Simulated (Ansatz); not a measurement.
# A MoS2/WS2 heterostructure: alignment and tunnelling, part 5 of 5

Wanted: offsets, T(E) and decay with thickness for MoS2/WS2. The lead is MoS2 3R layers and the layer set into it WS2 3R layers, on a common net of side 3.17 Å (+0.0 % and +0.0 % against typed lattice constants near PBE's). Layer spacings come from each crystal relaxed along the normal on that net, and the joins take the mean spacing. The first steps treat the bulk crystals alone. r2SCAN has lattice constants of its own, so the true strain differs.

Ansatz 0.2.0; r2SCAN+D3(BJ) DFT, plane waves, PAW files (the session's first sound run).

So far. Step 13 (T(E) with relaxed joins, stack MoS2 12 / WS2 9, barrier …): At the listed wavevectors the lead's channels close after -0.56 eV and open again at +0.52 eV (grid energies). At +0.72 eV, 0.2 eV over the upper of these grid energies, the mean transmission is 0.051, and at -0.76 eV it is 0.42. In the worse lead the potential repeats within 3.4 meV, which the program lets pass. Step 14 (Band offsets on the relaxed joins): The valence offset is +0.16 eV.

## 15. A check of the settings: output.transmission.temperature = 150.0

This step: r2SCAN DFT, plane waves, PAW files; ballistic transmission by layer matching, the first crystal as both leads; changed: output.transmission.temperature = 150.0 (Ansatz 0.2.0).

System of this step: MoS2 (12) / WS2 (3). The cell holds 15 atoms: 10 S, 4 Mo and 1 W. Its edges and angles: a = 3.170 Å, b = 3.170 Å, c = 30.833 Å, α = 92.9°, β = 87.1°, γ = 120.0°. Regions: 0: MoS2, 12 atoms (8 S and 4 Mo); 1: WS2, 3 atoms (2 S and 1 W). The structure's axis is c.

This run repeats an earlier one, its twin (the barrier run, MoS2 12 / WS2 3), with one setting changed (output.transmission.temperature; files written aside). It is meant to test how the leads' temperature enters. Where the input is shown as a difference, that is against the step before, not the twin.

Contents of input.yaml:

```yaml
crystal:
  lattice:
    - [3.17, 0.0, 0.0]
    - [-1.585, 2.74530053, 0.0]
    - [1.585, -0.9151001767, 30.7788002728]
  atoms:
    - { symbol: S, position: [0.3333333333, 0.6666666667, 0.0] }
    - { symbol: Mo, position: [-0.0168134999, 0.0168134999, 0.0504404997] }
    - { symbol: S, position: [0.2996969064, 0.7003030936, 0.1009092807] }
    - { symbol: S, position: [-0.066569462, 0.066569462, 0.199708386] }
    - { symbol: Mo, position: [0.5832837048, 0.4167162952, 0.2501488857] }
    - { symbol: S, position: [-0.1002058889, 0.1002058889, 0.3006176667] }
    - { symbol: S, position: [0.5335277427, 0.4664722573, 0.399416772] }
    - { symbol: Mo, position: [0.1833809095, 0.8166190905, 0.4498572716] }
    - { symbol: S, position: [0.4998913158, 0.5001086842, 0.5003260527] }
    - { symbol: S, position: [0.1336249474, 0.8663750526, 0.5991251579] }
    - { symbol: Mo, position: [-0.2165218859, 0.2165218859, 0.6495656576] }
    - { symbol: S, position: [0.0999885205, 0.9000114795, 0.7000344386] }
    - { symbol: S, position: [-0.2664496542, 0.2664496542, 0.7993489627] }
    - { symbol: W, position: [0.3833313673, 0.6166686327, 0.850005898] }
    - { symbol: S, position: [-0.300228492, 0.300228492, 0.900685476] }
kpoints:
  mp_grid: { grid: [12, 12, 1] }
scf:
  occupations: { method: fermi_dirac, width: 0.02585 }
  max_iter: 120
hamiltonian:
  xc: r2scan
output:
  eigenvalues: true
  transmission:
    leads: [[4, 7]]
    kpoints: [[0.0, 0.0], [0.1797, 0.1823]]
    e_range: [-2.0, 2.5]
    de: 0.06
    temperature: 150.0
  write_potential: true
  write_density: true
  volumetric_format: npy
```

Started as:

```bash
$ ansatz run input.yaml --threads 4 --pin off --max-ram 10240MiB --backend cpu --events-out ev --progress --plain --runs-dir out
```

Numbers of over 12 decimals in the logs are rounded to 6 here.

The log of the run:

```text
[...]
Crystal: 15 atoms, lattice volume = 267.856 Å³
Basis set: ecut = 500 eV, 6755 PW (Γ), exchange–correlation on 96×96×900 points (64 copies of the dense FFT grid, shifted against one another)
Bands: 80, of which v1, the nominal top of the filled ones, is band 65 counted from 1 (64 counted from 0)
Symmetry: 2 space group operations
k-points: 43 of 144 (time reversal used)
[...]
SCF iter   1: F=—  HF=-39339.959673 eV  |F-HF|=—  |Δ(HF+E_count)|=         —  Δρ=1.00e-2  dr2=3.87e-1  dr2_τ=2.92e-1  ethr=1.77e-3  ⟨swp⟩=6.3  Hψ=14359  notcnv=0
[...]
SCF iter  10: F=-39340.200334 eV  HF=-39340.200334 eV  |F-HF|=2.32e-8  |Δ(HF+E_count)|=   4.45e-8  Δρ=1.94e-6  dr2=3.35e-8  dr2_τ=1.50e-9  ethr=7.69e-11  ⟨swp⟩=8.2  Hψ=9437  notcnv=0
SCF 1 converged in 10 iterations: F = -39340.200334 eV  dr2 = 3.35e-8
[...]
transmission: 10 of 96 steps passed
transmission: 26 of 96 steps passed
[...]
transmission: 96 of 96 steps passed
SCF converged after 10 iterations
Free energy (F): -39340.200334 eV
[...]
Internal energy: -39340.200334 eV  (E = F + TS)
E sigma→0 (E₀):  -39340.200334 eV
Fermi energy:    11.458468 eV
[...]
--- Band table (eV; the first three rows and the last of 43) ---
  k-point 0: bands = [... 61 lower, 10.5099, 10.5745, 10.9179, 10.9934, 13.1147, 13.1147, 13.1363, 13.1363, ... 11 higher]
  k-point 1: bands = [... 61 lower, 10.4098, 10.4765, 10.7217, 10.7912, 13.0419, 13.0545, 13.0686, 13.0769, ... 11 higher]
  k-point 2: bands = [... 61 lower, 10.0166, 10.0975, 10.1629, 10.2245, 12.5567, 12.6783, 12.7738, 12.9150, ... 11 higher]
  k-point 42: bands = [... 61 lower, 9.4611, 9.5272, 9.5625, 9.6012, 12.5930, 12.6042, 12.6199, 12.6334, ... 11 higher]
--- Transmission ---
  basis      : 91 plane waves across, 48 finite elements along
  points     : 2, as listed
[...]
channels       : 0.000000e0 a spin
[...]
slowest decay  : 0.2365 /Å at (0.1797, 0.1823)
  junction   : crystal 0 to crystal 0, 10.77 to 35.41 Å
    transmission   : 0.000000e0 a spin
[...]
```

Elapsed: 15 s, on 4 threads of AMD EPYC 9R45, shared host; peak memory 1.7 GiB.

This step gave:

```
free energy                      : -39340.2003 eV
Fermi energy                     : 11.46 eV
potential step in the lower lead : 1.7 meV
```

One spin. The transmission, mean over the listed wavevectors by energy, zero at the Fermi level:

| energy (eV) | transmission, mean over the listed wavevectors |
| --- | --- |
| -2.00 | 0.481 |
| -1.88 | 0.468 |
| -1.76 | 0 |
| -1.64 | 0.478 |
| -1.58 | 0.479 |
| -1.52 | 0.478 |
| -1.40 | 0.475 |
| -1.28 | 0.471 |
| -1.16 | 0.466 |
| -1.04 | 0.459 |
| -0.92 | 0.449 |
| -0.80 | 0.434 |
| -0.68 | 0.403 |
| -0.56 | 0.311 |
| -0.44 | 0 |
| -0.32 | 0 |
| -0.20 | 0 |
| -0.08 | 0 |
| -0.02 | 0 |
| 0.04 | 0 |
| 0.16 | 0 |
| 0.34 | 0 |
| 0.46 | 0 |
| 0.58 | 0.178 |
| 0.70 | 0.297 |
| 0.82 | 0.337 |
| 0.88 | 0.343 |
| 0.94 | 0.339 |
| 1.06 | 0.248 |
| 1.18 | 0 |
| 1.30 | 0 |
| 1.42 | 0.381 |
| 1.54 | 0.269 |
| 1.66 | 6.5e-4 |
| 1.78 | 0.00144 |
| 1.90 | 0.0362 |
| 1.96 | 0.0639 |
| 2.02 | 0.00820 |
| 2.14 | 0 |
| 2.26 | 0 |
| 2.38 | 0 |
| 2.50 | 0 |

The temperature enters the conductance and not T(E) itself. No conductance was computed here for it to change.

## 16. What came out

| Item | Value |
| --- | --- |
| valence-band offset (barrier less lead) | 0.157 eV |
| conduction-band offset (barrier less lead) | 0.295 eV |
| valence-band offset, relaxed joins | 0.157 eV |
| conduction-band offset, relaxed joins | 0.295 eV |

In words: On joins as laid the valence offset is +0.16 eV and the conduction offset +0.30 eV. The gaps are staggered (type II): the layer blocks electrons and collects holes. The offsets join the lowest edges, whatever their valley, so carriers of one wavevector can meet a higher barrier. On relaxed joins the offsets are +0.16 and +0.30 eV, of the same type. r2SCAN still narrows gaps, if less than LDA and GGA do, and that error enters the offsets. The transmission is the mean over the listed wavevectors alone, without spin-orbit coupling.

[Logs are printed without paths, hosts, clocks, repeated set-up lines and the standing remarks that a program may print on its own settings, such as how far it seeks lower states.]

[Hosts, paths, dates, database ids (printed as entryN), source tags and the programs' standing remarks are cut or masked in the printed files.]
